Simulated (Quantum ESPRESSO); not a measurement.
# Collinear magnetic orders of NiAgO2 with Quantum ESPRESSO

A self-consistent run ends on one state, which hangs on the start. Several orders of NiAgO2 are started in Quantum ESPRESSO and their energies compared.

Calculated with Quantum ESPRESSO 7.5; LDA with U = 6 eV on Ni d (ortho-atomic projectors); plane waves with GBRV 1.5 LDA potentials, no spin-orbit coupling.

This is a report of a sequence of runs, with most program output left out.

**1. The structure**

Symmetry: P6_3/mmc, No. 194, hexagonal system. Conventional cell: a = 2.999 Å, b = 2.999 Å, c = 12.315 Å, α = 90.00°, β = 90.00°, γ = 120.00°. Ni has 6 O at 2.00 Å nearest. Ag has 2 O at 2.07 Å nearest. Nearest to O lie 3 Ni at 2.00 Å and 1 Ag at 2.07 Å. Farther neighbours and most contacts between anions are not listed.

The cell comes from Materials Project 2023-11-01, a database of computed structures, and need not be the stable phase.

**2. Start 1: ferro ++**

The signs are those of the starting moments on the seeded atoms, the atoms that are given a moment.

Input file pw.in:

```
&CONTROL
  calculation = 'scf'
  prefix = 'pwscf'
  outdir = './tmp'
  pseudo_dir = './pseudo'
  disk_io = 'nowf'
/
&SYSTEM
  ibrav = 0
  celldm(1) = 8
  nat = 8
  ntyp = 3
  ecutwfc = 40
  ecutrho = 280
  nbnd = 64
  occupations = 'smearing'
  smearing = 'fd'
  degauss = 0.00367493
  nspin = 2
  starting_magnetization(1) = 0.1111
  starting_magnetization(2) = 0
  starting_magnetization(3) = 0
/
&ELECTRONS
  conv_thr = 1.6d-08
  electron_maxstep = 150
  mixing_beta = 0.3
/
ATOMIC_SPECIES
Ni     58.6934 ni_lda_v1.4.uspp.F.UPF
Ag    107.8682 ag_lda_v1.4.uspp.F.UPF
O      15.9990 o_lda_v1.2.uspp.F.UPF
CELL_PARAMETERS alat
   0.7084495780681    0.0000000000000    0.0000000000000
  -0.3542247890223    0.6135353318995    0.0000000000000
   0.0000000000000    0.0000000000000    2.9090271524980
ATOMIC_POSITIONS crystal
Ni      0.0000000000    0.0000000000    0.5000000000
Ni      0.0000000000    0.0000000000    0.0000000000
Ag      0.6666666700    0.3333333300    0.7500000000
Ag      0.3333333300    0.6666666700    0.2500000000
O       0.3333333300    0.6666666700    0.4180620000
O       0.6666666700    0.3333333300    0.9180620000
O       0.6666666700    0.3333333300    0.5819380000
O       0.3333333300    0.6666666700    0.0819380000
K_POINTS automatic
8 8 2 0 0 0
HUBBARD {ortho-atomic}
U Ni-3d 6.0000
```

Launch:

```console
$ OMP_NUM_THREADS=1 mpirun -n 4 pw.x -nk 4 -in pw.in > pw.out
```

Run time: 74 s. Hardware: 4 MPI ranks of Arm Neoverse V1, shared host; peak memory 0.62 GiB; 5 min of CPU time.

Spin moment in the atom's sphere by atom:

```tsv
atom	spin moment in the atom's sphere (μB)
Ni1	1.34
Ni2	1.34
Ag3	-0.10
Ag4	-0.10
O5	-0.13
O6	-0.13
O7	-0.13
O8	-0.13
```

This step gave:

* smearing term TS: 0.02840 eV
* magnetization: 2 μB
* absolute magnetization: 3.637 μB
* final state: ferromagnetic

**3. Run 2, typed as antiferro +−**

Changes to pw.in since step 2:

```diff
@@ -11,6 +11,6 @@
   nat = 8
-  ntyp = 3
+  ntyp = 4
   ecutwfc = 40
   ecutrho = 280
-  nbnd = 64
+  nbnd = 62
   occupations = 'smearing'
@@ -20,4 +20,5 @@
   starting_magnetization(1) = 0.1111
-  starting_magnetization(2) = 0
+  starting_magnetization(2) = -0.1111
   starting_magnetization(3) = 0
+  starting_magnetization(4) = 0
 /
@@ -29,3 +30,4 @@
 ATOMIC_SPECIES
-Ni     58.6934 ni_lda_v1.4.uspp.F.UPF
+Ni1    58.6934 ni_lda_v1.4.uspp.F.UPF
+Ni2    58.6934 ni_lda_v1.4.uspp.F.UPF
 Ag    107.8682 ag_lda_v1.4.uspp.F.UPF
@@ -37,4 +39,4 @@
 ATOMIC_POSITIONS crystal
-Ni      0.0000000000    0.0000000000    0.5000000000
-Ni      0.0000000000    0.0000000000    0.0000000000
+Ni1     0.0000000000    0.0000000000    0.5000000000
+Ni2     0.0000000000    0.0000000000    0.0000000000
 Ag      0.6666666700    0.3333333300    0.7500000000
@@ -48,2 +50,3 @@
 HUBBARD {ortho-atomic}
-U Ni-3d 6.0000
+U Ni1-3d 6.0000
+U Ni2-3d 6.0000
```

Run time: 93 s. Hardware: 4 MPI ranks; peak memory 0.69 GiB.

Spin moment in the atom's sphere by atom:

```tsv
atom	spin moment in the atom's sphere (μB)
Ni1	1.34
Ni2	-1.34
Ag3	0.00
Ag4	0.00
O5	-0.13
O6	0.13
O7	-0.13
O8	0.13
```

Read from the output:

| Item | Value |
| --- | --- |
| smearing term TS | 0.05457 eV |
| magnetization | 0 μB |
| absolute magnetization | 3.41 μB |
| final state | antiferromagnetic |

**4. Energies of the orders**

An order is kept where moments of 0.15 μB or more survive with the typed signs; meshes match where a doubled cell samples the same k points as the first cell.

Orders:

```tsv
start	final state	typed order kept	energy over the lowest (meV a seeded atom)	largest site moment (μB)	net moment (μB a cell of the first run)	mesh matched	CPU time (s)
ferro ++	ferromagnetic	yes	0	1.342	2	yes	297
antiferro +-	antiferromagnetic	yes	24.99	1.339	0	yes	369.7
```

**5. The lowest state again, with its states saved**

Changes to pw.in since step 3:

```diff
@@ -5,3 +5,3 @@
   pseudo_dir = './pseudo'
-  disk_io = 'nowf'
+  disk_io = 'low'
 /
@@ -11,6 +11,6 @@
   nat = 8
-  ntyp = 4
+  ntyp = 3
   ecutwfc = 40
   ecutrho = 280
-  nbnd = 62
+  nbnd = 68
   occupations = 'smearing'
@@ -20,5 +20,4 @@
   starting_magnetization(1) = 0.1111
-  starting_magnetization(2) = -0.1111
+  starting_magnetization(2) = 0
   starting_magnetization(3) = 0
-  starting_magnetization(4) = 0
 /
@@ -30,4 +29,3 @@
 ATOMIC_SPECIES
-Ni1    58.6934 ni_lda_v1.4.uspp.F.UPF
-Ni2    58.6934 ni_lda_v1.4.uspp.F.UPF
+Ni     58.6934 ni_lda_v1.4.uspp.F.UPF
 Ag    107.8682 ag_lda_v1.4.uspp.F.UPF
@@ -39,4 +37,4 @@
 ATOMIC_POSITIONS crystal
-Ni1     0.0000000000    0.0000000000    0.5000000000
-Ni2     0.0000000000    0.0000000000    0.0000000000
+Ni      0.0000000000    0.0000000000    0.5000000000
+Ni      0.0000000000    0.0000000000    0.0000000000
 Ag      0.6666666700    0.3333333300    0.7500000000
@@ -50,3 +48,2 @@
 HUBBARD {ortho-atomic}
-U Ni1-3d 6.0000
-U Ni2-3d 6.0000
+U Ni-3d 6.0000
```

Wall time 79 s (4 MPI ranks); peak memory 0.65 GiB; 5.3 min of CPU time.

Read from the output:

- smearing term TS: 0.02840 eV
- magnetization: 2 μB
- absolute magnetization: 3.637 μB
- final state: ferromagnetic
- largest moment: 1.342 μB

**6. Projections on atomic orbitals**

projwfc.x projects the saved states on orthogonalised atomic orbitals of the pseudopotential files.

Wall time 2.4 s (4 MPI ranks); peak memory 0.3 GiB.

```tsv
atom	moment in the sphere (μB)	Löwdin moment (μB)	Löwdin charge (e)
Ni1	1.342	1.398	17.628
Ni2	1.342	1.398	17.628
Ag3	-0.100	-0.081	18.870
Ag4	-0.100	-0.081	18.870
O5	-0.134	-0.156	6.226
O6	-0.134	-0.156	6.226
O7	-0.134	-0.156	6.226
O8	-0.134	-0.156	6.226
```

**7. Occupations of the corrected shells in the lowest state**

Occupations of the Hubbard shells:

```tsv
block	type	shell	spin	electrons	occupation numbers
1	Ni	3d	up	4.787	0.905 0.905 0.992 0.992 0.993
1	Ni	3d	down	3.42	0.223 0.223 0.990 0.992 0.992
2	Ni	3d	up	4.787	0.905 0.905 0.992 0.992 0.993
2	Ni	3d	down	3.42	0.223 0.223 0.990 0.992 0.992
```

**8. What came out**

```json
{
 "lowest state found": "ferromagnetic (from ferro ++)",
 "largest site moment": "1.34 μB",
 "next state with moments": "antiferromagnetic, 25.0 meV a seeded atom higher"
}
```

In words: The smearing terms TS of the orders run from 14 to 27 meV a seeded atom, so the differences would change at a smaller width: an order with a larger TS is lowered more by the smearing. The largest moment reads 1.34 μB in the sphere and 1.40 μB by Löwdin projection; a site moment hangs on how space is shared out. This is the lowest of 2 collinear or spinless starts, no proof of the ground state. The smearing term is large for its width, so states at the Fermi level are partly filled: at this level the cell is a metal or has a gap of a few widths at most.

[Logs and program files are shortened in this print: banners, set-up blocks, solver, clock and traceback lines can be left out without a mark of their own.]

[Logs are printed without paths, hosts, clocks, repeated set-up lines and the standing remarks that a program may print on its own settings, such as how far it seeks lower states.]

[Hosts, paths, dates, database ids (printed as entryN), source tags and the programs' standing remarks are cut or masked in the printed files.]

[Where a cell is said to come from a database of computed structures, the database is the Materials Project.]
